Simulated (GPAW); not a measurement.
# Gap slopes of Diamond (Fd-3m, 2 atoms a cell) from G0W0 (biaxial strain)

Does LDA give the same change of gap under biaxial strain as G0W0? The case is Diamond (Fd-3m, 2 atoms a cell).

Program: GPAW 26.7.0. Level of theory: LDA and many-body steps on it, plane waves. Results are calculated unless marked as measured.

Report form: the programs' logs are mostly left out.

**1. Set-up**

Symmetry: Fd-3m, No. 227, cubic system. Conventional cell: a = 3.567 Å, b = 3.567 Å, c = 3.567 Å, α = 90.00°, β = 90.00°, γ = 90.00°. C has 4 C at 1.54 Å nearest.

The cell is from the Crystallography Open Database; fractional positions held.

**2. Ground state**

This step: GPAW 26.7.0; DFT, LDA, plane waves, PAW.

The ground-state density comes first.

Input file run.py:

```python
import json
import numpy as np
from gpaw.mpi import world
from ase import Atoms
from gpaw import GPAW, PW, FermiDirac

atoms = Atoms(['C', 'C'],
    cell=[[0.0000000000, 1.7833700000, 1.7833700000],
      [1.7833700000, 0.0000000000, 1.7833700000],
      [1.7833700000, 1.7833700000, 0.0000000000]],
    scaled_positions=[[0.0000000000, 0.0000000000, 0.0000000000],
      [0.2500000000, 0.2500000000, 0.2500000000]],
    pbc=(True, True, True))
calc = GPAW(mode=PW(600),
    xc='LDA',
    kpts={'size': (12, 12, 12), 'gamma': True},
    occupations=FermiDirac(0.001),
    nbands=-7,
    convergence={'density': 1e-6, 'bands': -3},
    maxiter=100,
    txt='gs.txt')
atoms.calc = calc
res = {'energy': atoms.get_potential_energy(), 'forces': atoms.get_forces(), 'stress': atoms.get_stress()}
kpts = calc.get_ibz_k_points()
res['kpts'] = kpts
res['eigenvalues'] = [calc.get_eigenvalues(kpt=k) for k in range(len(kpts))]
res['n_electrons'] = calc.get_number_of_electrons()
calc.write('gs.gpw')

if world.rank == 0:
    with open('result.json', 'w') as f:
        json.dump(res, f, default=lambda x: x.tolist())
```

Launch:

```console
$ mpirun -n 4 gpaw python run.py
```

The job ended after 3.6 s (4 MPI ranks of Arm Neoverse V2, shared host; peak memory 0.55 GiB).

This step gave:

```yaml
total_energy: -20.26 eV
gap: 4.126 eV
k_of_the_valence_top: 0, 0, 0
k_of_the_conduction_bottom: 0.3333, 0.3333, 0
least_direct_gap: 5.548 eV
pressure: -12.70 GPa
```

The gap is indirect, with the least direct gap 1.42 eV higher. The pressure of -13 GPa says that this functional would shrink the cell; it is kept.

**3. Empty states on the mesh, 6×6×6 mesh, 62 bands**

The sums over transitions need many empty states on a uniform mesh; this step solves for them.

Input file run.py:

```python
import json
import numpy as np
from gpaw.mpi import world
from gpaw import GPAW

calc = GPAW('gs.gpw').fixed_density(kpts={'size': (6, 6, 6), 'gamma': True},
    parallel={'domain': 1, 'band': 1},
    txt='nscf.txt')
calc.diagonalize_full_hamiltonian(nbands=62)
calc.write('full.gpw', mode='all')
res = {}
kpts = calc.get_ibz_k_points()
res['kpts'] = kpts
res['eigenvalues'] = [calc.get_eigenvalues(kpt=k) for k in range(len(kpts))]
res['n_electrons'] = calc.get_number_of_electrons()

if world.rank == 0:
    with open('result.json', 'w') as f:
        json.dump(res, f, default=lambda x: x.tolist())
```

Launch:

```console
$ mpirun -n 4 gpaw python run.py
```

It took 2.9 s on 4 MPI ranks; peak memory 0.55 GiB.

This step gave:

| Item | Value |
| --- | --- |
| gap | 4.126 eV |
| k of the valence top | 0, 0, 0 |
| k of the conduction bottom | 0.3333, 0.3333, 0 |
| least direct gap | 5.548 eV |
| k points computed | 16 |
| lowest point of the top converged band, above the valence top | 146.3010 eV |

On this mesh the gap is 4.126 eV.

**4. G0W0, strain +0 %**

Now the one-shot GW correction: screening in the RPA, then the self-energy of the levels asked for.

This step: G0W0 on LDA, plane waves, PAW.

Input file run.py:

```python
import json
import numpy as np
from gpaw.mpi import world
from gpaw.response.g0w0 import G0W0

gw = G0W0('full.gpw',
    filename='gw',
    kpts=[0, 5],
    bands=(2, 6),
    ecut=np.float64(160.0),
    integrate_gamma='WS',
    ppa=True,
    ecut_extrapolation=True)
gw.calculate()
res = {mode: {k: v for k, v in r.items() if k != 'sigma_eskwn'}
       for mode, r in gw.all_results.items()}

if world.rank == 0:
    with open('result.json', 'w') as f:
        json.dump(res, f, default=lambda x: x.tolist())
```

Launch:

```console
$ mpirun -n 4 gpaw python run.py
```

The job ended after 19 s (4 MPI ranks; peak memory 0.74 GiB).

This step gave:

```
quasiparticle gap on the points computed              : 5.555 eV
least direct quasiparticle gap on the computed points : 7.363 eV
Z at the valence top                                  : 0.8267
Z at the conduction bottom                            : 0.8379
starting gap on the mesh                              : 4.126 eV
k of the valence top                                  : 0, 0, 0
k of the conduction bottom                            : 0.3333, 0.3333, 0
gaps at the cutoffs of the extrapolation              : 5.383, 5.396, 5.418 eV
```

The gap on the mesh goes from 4.13 eV to 5.55 eV, a correction of +1.43 eV.

**5. One-shot HSE06, strain +0 %**

This step: one-shot HSE06 levels on LDA orbitals, plane waves, PAW.

Input file run.py:

```python
import json
import numpy as np
from gpaw.mpi import world
from gpaw.hybrids.eigenvalues import non_self_consistent_eigenvalues

dft, vxc, vxc_hyb = non_self_consistent_eigenvalues('full.gpw', 'HSE06', 2, 6, kpt_indices=[0, 5])
res = {'dft': dft[0], 'hybrid': (dft - vxc + vxc_hyb)[0]}
if world.rank == 0:
    with open('hybrid.txt', 'w') as f:
        for k, e0, e1 in zip([0, 5], res['dft'], res['hybrid']):
            print(k, ' '.join(f'{x:9.4f}' for x in e0), '|', ' '.join(f'{x:9.4f}' for x in e1), file=f)

if world.rank == 0:
    with open('result.json', 'w') as f:
        json.dump(res, f, default=lambda x: x.tolist())
```

Launch:

```console
$ mpirun -n 4 gpaw python run.py
```

The job ended after 2.5 s (4 MPI ranks; peak memory 0.59 GiB; 9.4 s of CPU time).

Numbers from this step:

* starting gap on the mesh: 4.126 eV
* hybrid gap on the mesh: 5.342 eV
* least direct hybrid gap on the computed points: 6.962 eV

**6. G0W0, strain -1 %**

This step: G0W0 on LDA, plane waves, PAW.

The cell differs from the one that the last finished run ended in (a 2.522 → 2.509 Å, b 2.522 → 2.509 Å, c 2.522 → 2.497 Å, γ 60.0 → 59.7°).

Input file run.py:

```python
import json
import numpy as np
from gpaw.mpi import world
from gpaw.response.g0w0 import G0W0

gw = G0W0('full.gpw',
    filename='gw',
    kpts=[0, 8],
    bands=(2, 6),
    ecut=np.float64(162.159),
    integrate_gamma='WS',
    ppa=True,
    ecut_extrapolation=True)
gw.calculate()
res = {mode: {k: v for k, v in r.items() if k != 'sigma_eskwn'}
       for mode, r in gw.all_results.items()}

if world.rank == 0:
    with open('result.json', 'w') as f:
        json.dump(res, f, default=lambda x: x.tolist())
```

Launch:

```console
$ mpirun -n 4 gpaw python run.py
```

It took 31 s on 4 MPI ranks; peak memory 0.76 GiB; 2.1 min of CPU time.

This step gave:

| Property | Result |
| --- | --- |
| quasiparticle gap on the points computed | 5.491 eV |
| least direct quasiparticle gap on the computed points | 7.352 eV |
| starting gap on the mesh | 4.047 eV |
| k of the valence top | 0, 0, 0 |
| k of the conduction bottom | 0.3333, 0, 0.3333 |
| gaps at the cutoffs of the extrapolation | 5.306, 5.322, 5.343 eV |

The gap on the mesh goes from 4.05 eV to 5.49 eV, a correction of +1.44 eV.

Ground state, empty states and screening of this cell were made anew, as for the first cell; those steps are not shown. Ions: fractional positions held.

**7. One-shot HSE06, strain -1 %**

This step: one-shot HSE06 levels on LDA orbitals, plane waves, PAW.

Input file run.py:

```python
import json
import numpy as np
from gpaw.mpi import world
from gpaw.hybrids.eigenvalues import non_self_consistent_eigenvalues

dft, vxc, vxc_hyb = non_self_consistent_eigenvalues('full.gpw', 'HSE06', 2, 6, kpt_indices=[0, 8])
res = {'dft': dft[0], 'hybrid': (dft - vxc + vxc_hyb)[0]}
if world.rank == 0:
    with open('hybrid.txt', 'w') as f:
        for k, e0, e1 in zip([0, 8], res['dft'], res['hybrid']):
            print(k, ' '.join(f'{x:9.4f}' for x in e0), '|', ' '.join(f'{x:9.4f}' for x in e1), file=f)

if world.rank == 0:
    with open('result.json', 'w') as f:
        json.dump(res, f, default=lambda x: x.tolist())
```

Launch:

```console
$ mpirun -n 4 gpaw python run.py
```

Run time: 2.6 s. Hardware: 4 MPI ranks; peak memory 0.56 GiB; 10 s of CPU time.

This step gave:

- starting gap on the mesh: 4.047 eV
- hybrid gap on the mesh: 5.260 eV
- least direct hybrid gap on the computed points: 6.926 eV

**8. G0W0, strain +1 %**

This step: G0W0 on LDA, plane waves, PAW.

The cell differs from the one that the last finished run ended in (a 2.509 → 2.535 Å, b 2.509 → 2.535 Å, c 2.497 → 2.547 Å, α 60.2 → 59.8°, β 60.2 → 59.8°, γ 59.7 → 60.3°).

Input file run.py:

```python
import json
import numpy as np
from gpaw.mpi import world
from gpaw.response.g0w0 import G0W0

gw = G0W0('full.gpw',
    filename='gw',
    kpts=[0, 13],
    bands=(2, 6),
    ecut=np.float64(157.891),
    integrate_gamma='WS',
    ppa=True,
    ecut_extrapolation=True)
gw.calculate()
res = {mode: {k: v for k, v in r.items() if k != 'sigma_eskwn'}
       for mode, r in gw.all_results.items()}

if world.rank == 0:
    with open('result.json', 'w') as f:
        json.dump(res, f, default=lambda x: x.tolist())
```

Launch:

```console
$ mpirun -n 4 gpaw python run.py
```

Wall time 30 s (4 MPI ranks); peak memory 0.75 GiB; 2 min of CPU time.

This step gave:

```yaml
quasiparticle_gap_on_the_points_computed: 5.253 eV
least_direct_quasiparticle_gap_on_the_computed_points: 7.124 eV
starting_gap_on_the_mesh: 3.829 eV
k_of_the_valence_top: 0, 0, 0
k_of_the_conduction_bottom: 0.3333, 0.3333, 0
gaps_at_the_cutoffs_of_the_extrapolation: 5.071, 5.087, 5.108 eV
```

The gap on the mesh goes from 3.83 eV to 5.25 eV, a correction of +1.42 eV.

Again on this cell's own states.

**9. One-shot HSE06, strain +1 %**

This step: one-shot HSE06 levels on LDA orbitals, plane waves, PAW.

Input file run.py:

```python
import json
import numpy as np
from gpaw.mpi import world
from gpaw.hybrids.eigenvalues import non_self_consistent_eigenvalues

dft, vxc, vxc_hyb = non_self_consistent_eigenvalues('full.gpw', 'HSE06', 2, 6, kpt_indices=[0, 13])
res = {'dft': dft[0], 'hybrid': (dft - vxc + vxc_hyb)[0]}
if world.rank == 0:
    with open('hybrid.txt', 'w') as f:
        for k, e0, e1 in zip([0, 13], res['dft'], res['hybrid']):
            print(k, ' '.join(f'{x:9.4f}' for x in e0), '|', ' '.join(f'{x:9.4f}' for x in e1), file=f)

if world.rank == 0:
    with open('result.json', 'w') as f:
        json.dump(res, f, default=lambda x: x.tolist())
```

Launch:

```console
$ mpirun -n 4 gpaw python run.py
```

It took 2.5 s on 4 MPI ranks; peak memory 0.58 GiB; 9.6 s of CPU time.

This step gave:

- starting gap on the mesh: 3.829 eV
- hybrid gap on the mesh: 5.029 eV
- least direct hybrid gap on the computed points: 6.715 eV

**10. G0W0, strain -2 %**

This step: G0W0 on LDA, plane waves, PAW.

The cell differs from the one that the last finished run ended in (a 2.535 → 2.497 Å, b 2.535 → 2.497 Å, c 2.547 → 2.472 Å, α 59.8 → 60.3°, β 59.8 → 60.3°, γ 60.3 → 59.3°).

Input file run.py:

```python
import json
import numpy as np
from gpaw.mpi import world
from gpaw.response.g0w0 import G0W0

gw = G0W0('full.gpw',
    filename='gw',
    kpts=[0, 8],
    bands=(2, 6),
    ecut=np.float64(164.368),
    integrate_gamma='WS',
    ppa=True,
    ecut_extrapolation=True)
gw.calculate()
res = {mode: {k: v for k, v in r.items() if k != 'sigma_eskwn'}
       for mode, r in gw.all_results.items()}

if world.rank == 0:
    with open('result.json', 'w') as f:
        json.dump(res, f, default=lambda x: x.tolist())
```

Launch:

```console
$ mpirun -n 4 gpaw python run.py
```

Run time: 30 s. Hardware: 4 MPI ranks; peak memory 0.83 GiB; 2 min of CPU time.

Numbers from this step:

* quasiparticle gap on the points computed: 5.409 eV
* least direct quasiparticle gap on the computed points: 7.322 eV
* starting gap on the mesh: 3.965 eV
* k of the valence top: 0, 0, 0
* k of the conduction bottom: 0.3333, 0, 0.3333
* gaps at the cutoffs of the extrapolation: 5.227, 5.243, 5.263 eV

The gap on the mesh goes from 3.96 eV to 5.41 eV, a correction of +1.44 eV.

Again on this cell's own states.

**11. One-shot HSE06, strain -2 %**

This step: one-shot HSE06 levels on LDA orbitals, plane waves, PAW.

Input file run.py:

```python
import json
import numpy as np
from gpaw.mpi import world
from gpaw.hybrids.eigenvalues import non_self_consistent_eigenvalues

dft, vxc, vxc_hyb = non_self_consistent_eigenvalues('full.gpw', 'HSE06', 2, 6, kpt_indices=[0, 8])
res = {'dft': dft[0], 'hybrid': (dft - vxc + vxc_hyb)[0]}
if world.rank == 0:
    with open('hybrid.txt', 'w') as f:
        for k, e0, e1 in zip([0, 8], res['dft'], res['hybrid']):
            print(k, ' '.join(f'{x:9.4f}' for x in e0), '|', ' '.join(f'{x:9.4f}' for x in e1), file=f)

if world.rank == 0:
    with open('result.json', 'w') as f:
        json.dump(res, f, default=lambda x: x.tolist())
```

Launch:

```console
$ mpirun -n 4 gpaw python run.py
```

Run time: 2.5 s. Hardware: 4 MPI ranks; peak memory 0.58 GiB.

This step gave:

- starting gap on the mesh: 3.965 eV
- hybrid gap on the mesh: 5.175 eV
- least direct hybrid gap on the computed points: 6.889 eV

**12. G0W0, strain +2 %**

This step: G0W0 on LDA, plane waves, PAW.

The cell differs from the one that the last finished run ended in (a 2.497 → 2.547 Å, b 2.497 → 2.547 Å, c 2.472 → 2.573 Å, α 60.3 → 59.7°, β 60.3 → 59.7°, γ 59.3 → 60.7°).

Input file run.py:

```python
import json
import numpy as np
from gpaw.mpi import world
from gpaw.response.g0w0 import G0W0

gw = G0W0('full.gpw',
    filename='gw',
    kpts=[0, 13],
    bands=(2, 6),
    ecut=np.float64(155.831),
    integrate_gamma='WS',
    ppa=True,
    ecut_extrapolation=True)
gw.calculate()
res = {mode: {k: v for k, v in r.items() if k != 'sigma_eskwn'}
       for mode, r in gw.all_results.items()}

if world.rank == 0:
    with open('result.json', 'w') as f:
        json.dump(res, f, default=lambda x: x.tolist())
```

Launch:

```console
$ mpirun -n 4 gpaw python run.py
```

Run time: 30 s. Hardware: 4 MPI ranks; peak memory 0.74 GiB; 2 min of CPU time.

This step gave:

```yaml
quasiparticle_gap_on_the_points_computed: 4.968 eV
least_direct_quasiparticle_gap_on_the_computed_points: 6.897 eV
starting_gap_on_the_mesh: 3.545 eV
k_of_the_valence_top: 0, 0, 0
k_of_the_conduction_bottom: 0.3333, 0.3333, 0
gaps_at_the_cutoffs_of_the_extrapolation: 4.771, 4.789, 4.811 eV
```

The gap on the mesh goes from 3.54 eV to 4.97 eV, a correction of +1.42 eV.

Again on this cell's own states.

**13. One-shot HSE06, strain +2 %**

This step: one-shot HSE06 levels on LDA orbitals, plane waves, PAW.

Input file run.py:

```python
import json
import numpy as np
from gpaw.mpi import world
from gpaw.hybrids.eigenvalues import non_self_consistent_eigenvalues

dft, vxc, vxc_hyb = non_self_consistent_eigenvalues('full.gpw', 'HSE06', 2, 6, kpt_indices=[0, 13])
res = {'dft': dft[0], 'hybrid': (dft - vxc + vxc_hyb)[0]}
if world.rank == 0:
    with open('hybrid.txt', 'w') as f:
        for k, e0, e1 in zip([0, 13], res['dft'], res['hybrid']):
            print(k, ' '.join(f'{x:9.4f}' for x in e0), '|', ' '.join(f'{x:9.4f}' for x in e1), file=f)

if world.rank == 0:
    with open('result.json', 'w') as f:
        json.dump(res, f, default=lambda x: x.tolist())
```

Launch:

```console
$ mpirun -n 4 gpaw python run.py
```

Run time: 2.8 s. Hardware: 4 MPI ranks; peak memory 0.59 GiB.

This step gave:

| Quantity | Value |
| --- | --- |
| starting gap on the mesh | 3.545 eV |
| hybrid gap on the mesh | 4.729 eV |
| least direct hybrid gap on the computed points | 6.479 eV |

[end of part 1 of 2]

[Paths, hosts, dates, memory and timing lines, banners, echoed tables and standing remarks are left out of the program output.]

[Logs are printed without paths, hosts, clocks, repeated set-up lines and the standing remarks that a program may print on its own settings, such as how far it seeks lower states.]

[Runs of the session that timed out or met a known fault of the program may be left out.]

[Hosts, paths, dates, database ids (printed as entryN), source tags and the programs' standing remarks are cut or masked in the printed files.]
